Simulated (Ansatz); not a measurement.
# The false plateau in GW convergence: K2CdSe2O6 (R-3m)

Aim: vary empty bands and screening cutoff apart and together in G0W0 on K2CdSe2O6 (R-3m).

Method: G0W0 on PBE, plane waves, PAW; PAW set soft_1, in Ansatz 0.2.0.

### Step 1. The structure

Symmetry: R-3m, No. 166, trigonal system. The conventional cell has a = 5.698 Å, b = 5.698 Å, c = 18.949 Å, α = 90.00°, β = 90.00°, γ = 120.00°. Nearest to K lie 9 O at 2.79 to 3.03 Å. Nearest to Cd lie 6 O at 2.33 Å. Se has 3 O at 1.72 Å nearest. Nearest to O lie 1 Se at 1.72 Å and 1 Cd at 2.33 Å and 3 K at 2.79 to 3.03 Å. Farther neighbours and most contacts between anions are not listed.

Geometry: measured cell, ions relaxed with PBE. The runs that relaxed it are not among those shown.

### Step 2. 142 empty bands, screening to 50 eV

Now the one-shot GW correction: screening in the RPA, then the self-energy of the levels asked for. This step takes PAW set soft_1 files.

input.yaml reads:

```yaml
crystal:
  lattice:
    - [2.84875, 1.6447265794, 6.3162]
    - [-2.84875, 1.6447265794, 6.3162]
    - [0.0, -3.2894531587, 6.3162]
  atoms:
    - { symbol: K, position: [0.8028368916, 0.8028368916, 0.8028368916] }
    - { symbol: K, position: [0.1971631084, 0.1971631084, 0.1971631084] }
    - { symbol: Cd, position: [0.0, 0.0, 0.0] }
    - { symbol: Se, position: [0.6229802507, 0.6229802507, 0.6229802507] }
    - { symbol: Se, position: [0.3770197493, 0.3770197493, 0.3770197493] }
    - { symbol: O, position: [0.7422192338, 0.269620956, 0.7422192338] }
    - { symbol: O, position: [0.7422192338, 0.7422192338, 0.269620956] }
    - { symbol: O, position: [0.269620956, 0.7422192338, 0.7422192338] }
    - { symbol: O, position: [0.2577807662, 0.730379044, 0.2577807662] }
    - { symbol: O, position: [0.730379044, 0.2577807662, 0.2577807662] }
    - { symbol: O, position: [0.2577807662, 0.2577807662, 0.730379044] }
kpoints:
  mp_grid: { grid: [2, 2, 2] }
hamiltonian:
  xc: pbe
  pseudopotentials: { kind: paw, azcp: { folder: soft_1 } }
scf:
  occupations: { method: fixed }
gw:
  n_empty_bands: 142
  ecut_chi: 50
  qp_bands: [v3, c3]
  qp_kpoints: band_edges
  screening: { model: contour_deformation }
```

Run with:

```
$ ansatz run input.yaml --threads 2 --pin off --max-ram 92160MiB --backend cuda --events-out ev --progress --plain --runs-dir out --devices 1 --max-vram 13GiB
```

Numbers of over 12 decimals in the logs are rounded to 6 here.

What it wrote:

```text
GPUs: using 1 of 1 available (devices: 1).
Engine: ansatz 0.2.0, x86_64-unknown-linux-gnu
Pseudopotentials: kind: paw
Pseudopotential: K, paw, valence charge 9, recommended cutoff 420 eV (normal), soft_1/K.paw.azcp
Pseudopotential: Cd, paw, valence charge 20, recommended cutoff 420 eV (normal), soft_1/Cd.paw.azcp
Pseudopotential: Se, paw, valence charge 16, recommended cutoff 420 eV (normal), soft_1/Se.paw.azcp
Pseudopotential: O, paw, valence charge 6, recommended cutoff 420 eV (normal), soft_1/O.paw.azcp
Functional definition: PBE
  parameter kappa = 0.804
  parameter beta = 0.066725
  exchange = pbe_x(kappa = kappa, mu = beta*pi^2/3)
  correlation = pbe_c(beta = beta)
device memory: the entry about to start is reckoned to put 3.0 GiB on a device that reports 63.1 GiB free (of which the cap on the GPU budget leaves the run 13.0 GiB)
GPU FFT provider: cuFFT
GPU libraries: cuBLAS 13.8.2, cuFFT 12.4.0, cuSOLVER 12.3.4
Crystal: 11 atoms, lattice volume = 177.564 Å³
Basis set: ecut = 420 eV, 3465 PW (Γ)
Bands: 64, of which v1, the nominal top of the filled ones, is band 53 counted from 1 (52 counted from 0)
Symmetry: 12 space group operations
Space group: R-3m (ITA 166), of the structure as read, at distance tolerance 5.6e-5 Å
k-points: 4 of 8
Non-local potential: K, projectors of the file, l = 0: 3, l = 1: 2, l = 2: 2
Non-local potential: Cd, projectors of the file, l = 0: 3, l = 1: 2, l = 2: 2, l = 3: 1
Non-local potential: Se, projectors of the file, l = 0: 2, l = 1: 2, l = 2: 3, l = 3: 1
Non-local potential: O, projectors of the file, l = 0: 2, l = 1: 2, l = 2: 1
PAW form: soft (Blöchl's): semilocal exchange-correlation on the pseudo side does not see the compensation charge
PAW one-centre angular grid: K, 110 points (default); XC on 64 Gauss nodes
PAW one-centre angular grid: Cd, 590 points (default); XC on 64 Gauss nodes
PAW one-centre angular grid: Se, 590 points (default); XC on 64 Gauss nodes
PAW one-centre angular grid: O, 110 points (default); XC on 64 Gauss nodes
Initial density: superposition of atomic densities (chi_scale 0.1, normalization cell, long waves kept (reshape's long-wave potential 0.04 eV rms))
Initial wavefunctions: pseudopotential atomic-orbital guess
GPU buffer pool allocated for 110592 grid points (all kernels)
GPU transforms: local potential and band sums: pruned to the plane-wave sphere, on 48×48×48
Functional: x = pbe(κ = 0.804, μ = 0.219515), c = pbe(β = 0.066725)
SCF iter   1: F=—  HF=-25681.301732 eV  |F-HF|=—  |Δ(HF+E_count)|=         —  Δρ=8.86e-2  dr2=2.57e1  ethr=3.10e-3  ⟨swp⟩=5.2  Hψ=818  notcnv=0  defer=30
preconditioner: auto → Resta (q_TF=auto, 2.504 Å⁻¹)  ε∞=3.7  [insulator: Δε(μ)=2.761 eV  Ē_g=14.464 eV  n_scr=46 (ndim 8)  ℏωp=24.0 eV  f_vac=0.008  ε∞_Penn≈3.7]
SCF iter   2: F=—  HF=-25673.579779 eV  |F-HF|=—  |Δ(HF+E_count)|=    7.72e0  Δρ=3.60e-2  dr2=4.42e0  ethr=3.10e-3  ⟨swp⟩=3.5  Hψ=545  notcnv=0  defer=33
SCF iter   3: F=—  HF=-25672.049559 eV  |F-HF|=—  |Δ(HF+E_count)|=    1.53e0  Δρ=1.16e-2  dr2=3.62e-1  ethr=3.10e-3  ⟨swp⟩=3.5  Hψ=507  notcnv=0  defer=32
SCF iter   4: F=—  HF=-25671.976012 eV  |F-HF|=—  |Δ(HF+E_count)|=   7.35e-2  Δρ=5.97e-3  dr2=7.56e-2  ethr=3.42e-4  ⟨swp⟩=3.8  Hψ=504  notcnv=0  defer=28
SCF iter   5: F=—  HF=-25671.966725 eV  |F-HF|=—  |Δ(HF+E_count)|=   9.29e-3  Δρ=3.69e-3  dr2=2.39e-2  ethr=7.13e-5  ⟨swp⟩=3.0  Hψ=393  notcnv=0  defer=35
SCF iter   6: F=—  HF=-25671.962291 eV  |F-HF|=—  |Δ(HF+E_count)|=   4.43e-3  Δρ=7.61e-4  dr2=9.64e-4  ethr=2.25e-5  ⟨swp⟩=3.0  Hψ=347  notcnv=0  defer=35
SCF iter   7: F=—  HF=-25671.962980 eV  |F-HF|=—  |Δ(HF+E_count)|=   6.89e-4  Δρ=1.74e-4  dr2=7.29e-5  ethr=9.09e-7  ⟨swp⟩=2.0  Hψ=512  notcnv=0  defer=35
SCF iter   8: F=—  HF=-25671.963033 eV  |F-HF|=—  |Δ(HF+E_count)|=   5.33e-5  Δρ=5.04e-5  dr2=5.29e-6  ethr=6.88e-8  ⟨swp⟩=2.0  Hψ=434  notcnv=0  defer=27
[...]
NSCF: frozen V_eff on 4 k-points
[...]
device memory: the entry about to start is reckoned to put 2.8 GiB on a device that reports 63.0 GiB free (of which the cap on the GPU budget leaves the run 13.0 GiB)
NSCF: frozen V_eff on 4 k-points
G₀W₀ screening: q 1/4
[... further progress lines ...]
device memory: the entry about to start is reckoned to put 1.3 GiB on a device that reports 64.7 GiB free (of which the cap on the GPU budget leaves the run 13.0 GiB)
NSCF: frozen V_eff on 1 k-points
device memory: the entry about to start is reckoned to put 1.3 GiB on a device that reports 64.7 GiB free (of which the cap on the GPU budget leaves the run 13.0 GiB)
NSCF: frozen V_eff on 1 k-points
device memory: the entry about to start is reckoned to put 1.3 GiB on a device that reports 64.7 GiB free (of which the cap on the GPU budget leaves the run 13.0 GiB)
NSCF: frozen V_eff on 1 k-points
SCF converged after 11 iterations
Free energy (F): -25671.963039 eV
Harris-Foulkes:  -25671.963039 eV  (|F-HF|=5.61e-9)
Internal energy: -25671.963039 eV  (E = F + TS)
E sigma→0 (E₀):  -25671.963039 eV
Fermi energy:    5.537330 eV
--- Per-component energies (eV) ---
  E_band       = -1597.053810
  E_kinetic    = 2182.638556
  E_local      = -13562.797539  (includes V_loc(G=0)·N_el)
  E_nonlocal   = -242.046871
  E_hartree    = 6266.834401
  E_xc         = -1027.408751
  E_vxc        = -1256.058978  (∫ρ·V_xc dr)
  E_paw        = -10900.368071  (= ΣΔE_a)
  E_vpaw       = -1252.461553  (= ΣTr[D̂ρ^β])
  E_aug_tail   = 0.004196  (compensation charges beyond the density's cutoff)
  E_ewald      = -8388.818959
  E_smearing   = -0.000000  (= −TS)
  E_closure    = 0.000000  (closes the sum)
  Σ components = -25671.963039   (vs F -25671.963039, Δ=0.00e0)
--- Band table (eV) ---
  k-point 0: bands = [... 49 lower, 5.1721, 5.3010, 5.3010, 5.3375, 9.4003, 10.0774, 10.0774, 10.7455, ... 7 higher]
  k-point 1: bands = [... 49 lower, 4.9765, 5.0480, 5.2968, 5.5373, 10.0155, 10.1576, 10.9287, 11.7919, ... 7 higher]
  k-point 2: bands = [... 49 lower, 4.9601, 5.1608, 5.3660, 5.4591, 9.9602, 10.3168, 10.9598, 11.7412, ... 7 higher]
  k-point 3: bands = [... 49 lower, 5.1880, 5.2252, 5.2525, 5.2825, 9.7566, 10.1787, 10.2561, 10.2561, ... 7 higher]
--- G₀W₀: contour deformation, 6 samples at zero and on the imaginary axis and 1 off it, 8 q-points, 142 empty bands' worth ---
  eigenvalues of the whole cell's RPA ε∞ on this k-mesh (on a slab, of 1 + 4πα/V) = 2.6163, 3.5597, 3.5597; static W/v taken at q = 0 is 0.302089
  bands read: the sum over 195 bands ends inside a degenerate multiplet in 1 slot, whose members it reads at an even weight; the widest, k=3: bands 195 to 196 (counted from 1) at 1/2 each
  gw.qp_kpoints: band_edges: 4 of 4 stored k-points solved, in 1 pass; an edge of the gap read off the rows below is read off those points alone
    ik  band        ε_KS         Σx   Σc(E_QP)       V_xc       Z   E_QP_lin       E_QP  E_QP is
     0    51      5.3010   -27.9803     4.7251   -22.6157  0.7654     4.6552     4.6615  root
     0    52      5.3010   -27.9803     4.7251   -22.6157  0.7654     4.6552     4.6615  root
     0    53      5.3375   -26.4612     5.0882   -20.6909  0.7521     4.6476     4.6555  root
     0    54      9.4003    -9.9315    -3.7536   -15.0364  0.8320    10.7703    10.7515  root
     0    55     10.0774   -10.6635    -3.0364   -15.1717  0.8131    11.5732    11.5491  root
     0    56     10.0774   -10.6635    -3.0364   -15.1717  0.8131    11.5732    11.5491  root
     1    51      5.0480   -23.0075     3.7307   -18.5626  0.7750     4.3263     4.3338  root
     1    52      5.2968   -27.7508     4.7623   -22.3534  0.7639     4.6555     4.6616  root
     1    53      5.5373   -24.6051     3.9536   -20.0354  0.7724     4.9160     4.9213  root
     1    54     10.0155   -11.8221    -2.9968   -16.2603  0.8117    11.4792    11.4568  root
     1    55     10.1576   -11.2917    -2.9093   -15.6943  0.8092    11.6755    11.6508  root
     1    56     10.9287   -10.3482    -3.4834   -15.4381  0.8143    12.5688    12.5353  root
     2    51      5.1608   -23.4531     3.7763   -18.9494  0.7758     4.4258     4.4335  root
     2    52      5.3660   -28.0199     4.7717   -22.6272  0.7643     4.7390     4.7449  root
[...]
3    52      5.2525   -23.6854     3.7429   -19.3165  0.7750     4.6210     4.6265  root
     3    53      5.2825   -26.3652     5.0933   -20.5752  0.7517     4.5775     4.5858  root
     3    54      9.7566   -10.8868    -3.8330   -16.2915  0.8252    11.3558    11.3282  root
     3    55     10.1787   -10.1952    -3.5727   -15.1874  0.8265    11.6203    11.5982  root
     3    56     10.2561   -11.0412    -3.0745   -15.6450  0.8096    11.8125    11.7853  root
```

It took 7.2 s on 1 × NVIDIA H100 80GB HBM3 (shared by 6 runs) with 2 threads of AMD EPYC 7R13 (Zen 3), shared host; peak memory 1.2 GiB.

This step gave:

```
bands summed                                 : 195
RPA ε∞ on this mesh (eigenvalues)            : 2.616, 3.560, 3.560
plane waves in the screening matrix          : 145
q-points in the mesh                         : 8
G0W0 gap on the mesh                         : 5.830 eV
k of the valence top                         : 0, 0, -0.5
k of the conduction bottom                   : 0, 0, 0
starting gap on the mesh                     : 3.863 eV
Z at the valence top                         : 0.7724
Z at the conduction bottom                   : 0.8320
least direct G0W0 gap on the computed points : 6.090 eV
```

The gap on the mesh goes from 3.86 eV to 5.83 eV, a correction of +1.97 eV. Between the two edge states, bare exchange in place of the xc potential would open the gap by 9.67 eV, and correlation takes back 7.71 eV.

### Step 3. 740 empty bands, screening to 50 eV

Edit input.yaml of step 2 so:

```diff
@@ -25,3 +25,3 @@
 gw:
-  n_empty_bands: 142
+  n_empty_bands: 740
   ecut_chi: 50
```

What it wrote:

```text
GPUs: using 1 of 1 available (devices: 1).
[...]
GPU FFT provider: cuFFT
GPU libraries: cuBLAS 13.8.2, cuFFT 12.4.0, cuSOLVER 12.3.4
Crystal: 11 atoms, lattice volume = 177.564 Å³
Basis set: ecut = 420 eV, 3465 PW (Γ)
Bands: 64, of which v1, the nominal top of the filled ones, is band 53 counted from 1 (52 counted from 0)
Symmetry: 12 space group operations
[...]
k-points: 4 of 8
[...]
1    52      5.2968   -27.7508     4.5463   -22.3534  0.7643     4.4343     4.4456  root
[...]
3    53      5.2825   -26.3652     4.8973   -20.5752  0.7523     4.3760     4.3898  root
     3    54      9.7566   -10.8868    -4.2220   -16.2915  0.8249    10.9539    10.9392  root
     3    55     10.1787   -10.1952    -3.8906   -15.1874  0.8262    11.2929    11.2803  root
     3    56     10.2561   -11.0412    -3.3546   -15.6450  0.8094    11.5226    11.5053  root
[key lines of the parts left out:]
SCF converged after 11 iterations
Free energy (F): -25671.963039 eV
Fermi energy:    5.537330 eV
```

It took 13 s on 1 × NVIDIA H100 80GB HBM3 (shared by 6 runs) with 2 threads; peak memory 1.4 GiB.

Numbers from this step:

- bands summed: 793
- RPA ε∞ on this mesh (eigenvalues): 2.626, 3.574, 3.574
- plane waves in the screening matrix: 145
- G0W0 gap on the mesh: 5.669 eV
- k of the valence top: 0, 0, -0.5
- k of the conduction bottom: 0, 0, 0
- starting gap on the mesh: 3.863 eV
- least direct G0W0 gap on the computed points: 5.917 eV

Against the run with 2×2×2 mesh, 142 empty bands, screening to 50 eV, PAW set soft_1 files, the gap moves by −0.16 eV.

### Step 4. 403 empty bands, screening to 100 eV

Another rung: the empty bands reach about as high as the screening cutoff, so the two stay in balance.

Edit input.yaml of step 3 so:

```diff
@@ -25,4 +25,4 @@
 gw:
-  n_empty_bands: 740
-  ecut_chi: 50
+  n_empty_bands: 403
+  ecut_chi: 100
   qp_bands: [v3, c3]
```

What it wrote:

```text
GPUs: using 1 of 1 available (devices: 1).
[...]
GPU FFT provider: cuFFT
GPU libraries: cuBLAS 13.8.2, cuFFT 12.4.0, cuSOLVER 12.3.4
Crystal: 11 atoms, lattice volume = 177.564 Å³
Basis set: ecut = 420 eV, 3465 PW (Γ)
Bands: 64, of which v1, the nominal top of the filled ones, is band 53 counted from 1 (52 counted from 0)
Symmetry: 12 space group operations
[...]
k-points: 4 of 8
[...]
1    52      5.2968   -27.7508     4.5855   -22.3534  0.7559     4.4748     4.4849  root
[...]
3    53      5.2825   -26.3652     4.9341   -20.5752  0.7440     4.4142     4.4266  root
     3    54      9.7566   -10.8868    -4.1989   -16.2915  0.8197    10.9773    10.9623  root
     3    55     10.1787   -10.1952    -3.8096   -15.1874  0.8215    11.3758    11.3614  root
     3    56     10.2561   -11.0412    -3.3493   -15.6450  0.8035    11.5276    11.5106  root
[key lines of the parts left out:]
SCF converged after 11 iterations
Free energy (F): -25671.963039 eV
Fermi energy:    5.537330 eV
```

Wall time 10 s (1 × NVIDIA H100 80GB HBM3 (shared by 6 runs) with 2 threads); peak memory 1.4 GiB; 11 s of CPU time.

The G0W0 gap on the mesh is 5.744 eV.

### Step 5. 2095 empty bands, screening to 100 eV

Edit input.yaml of step 4 so:

```diff
@@ -25,3 +25,3 @@
 gw:
-  n_empty_bands: 403
+  n_empty_bands: 2095
   ecut_chi: 100
```

What it wrote:

```text
GPUs: using 1 of 1 available (devices: 1).
[...]
GPU FFT provider: cuFFT
GPU libraries: cuBLAS 13.8.2, cuFFT 12.4.0, cuSOLVER 12.3.4
Crystal: 11 atoms, lattice volume = 177.564 Å³
Basis set: ecut = 420 eV, 3465 PW (Γ)
Bands: 64, of which v1, the nominal top of the filled ones, is band 53 counted from 1 (52 counted from 0)
Symmetry: 12 space group operations
[...]
k-points: 4 of 8
[...]
1    52      5.2968   -27.7508     4.4365   -22.3534  0.7558     4.3216     4.3359  root
[...]
3    53      5.2825   -26.3652     4.7907   -20.5752  0.7440     4.2661     4.2833  root
     3    54      9.7566   -10.8868    -4.3808   -16.2915  0.8195    10.7909    10.7805  root
     3    55     10.1787   -10.1952    -3.9731   -15.1874  0.8215    11.2082    11.1978  root
     3    56     10.2561   -11.0412    -3.4966   -15.6450  0.8035    11.3762    11.3633  root
[key lines of the parts left out:]
SCF converged after 11 iterations
Free energy (F): -25671.963039 eV
Fermi energy:    5.537330 eV
```

It took 72 s on 1 × NVIDIA H100 80GB HBM3 (shared by 6 runs) with 2 threads; peak memory 2.6 GiB; 2.2 min of CPU time.

The G0W0 gap on the mesh is 5.721 eV.

### Step 6. 142 empty bands, screening to 150 eV

Edit input.yaml of step 5 so:

```diff
@@ -25,4 +25,4 @@
 gw:
-  n_empty_bands: 2095
-  ecut_chi: 100
+  n_empty_bands: 142
+  ecut_chi: 150
   qp_bands: [v3, c3]
```

What it wrote:

```text
GPUs: using 1 of 1 available (devices: 1).
[...]
GPU FFT provider: cuFFT
GPU libraries: cuBLAS 13.8.2, cuFFT 12.4.0, cuSOLVER 12.3.4
Crystal: 11 atoms, lattice volume = 177.564 Å³
Basis set: ecut = 420 eV, 3465 PW (Γ)
Bands: 64, of which v1, the nominal top of the filled ones, is band 53 counted from 1 (52 counted from 0)
Symmetry: 12 space group operations
[...]
k-points: 4 of 8
[...]
1    52      5.2968   -27.7508     4.9128   -22.3534  0.7532     4.8087     4.8122  root
[...]
3    53      5.2825   -26.3652     5.2548   -20.5752  0.7413     4.7426     4.7473  root
     3    54      9.7566   -10.8868    -3.7440   -16.2915  0.8193    11.4475    11.4172  root
     3    55     10.1787   -10.1952    -3.4511   -15.1874  0.8203    11.7452    11.7198  root
     3    56     10.2561   -11.0412    -3.0041   -15.6450  0.8028    11.8848    11.8559  root
[key lines of the parts left out:]
SCF converged after 11 iterations
Free energy (F): -25671.963039 eV
Fermi energy:    5.537330 eV
```

Run time: 7.7 s. Hardware: 1 × NVIDIA H100 80GB HBM3 (shared by 6 runs) with 2 threads; peak memory 1.4 GiB.

The G0W0 gap on the mesh is 5.860 eV.

[end of part 1 of 2]

[Paths, hosts, dates, memory and timing lines, banners, echoed tables and standing remarks are left out of the program output.]

[Logs are printed without paths, hosts, clocks, repeated set-up lines and the standing remarks that a program may print on its own settings, such as how far it seeks lower states.]

[Runs of the session that timed out or met a known fault of the program may be left out.]

[Cells called generated may have been cut or substituted from an entry of the Crystallography Open Database or the Materials Project.]

[Hosts, paths, dates, database ids (printed as entryN), source tags and the programs' standing remarks are cut or masked in the printed files.]
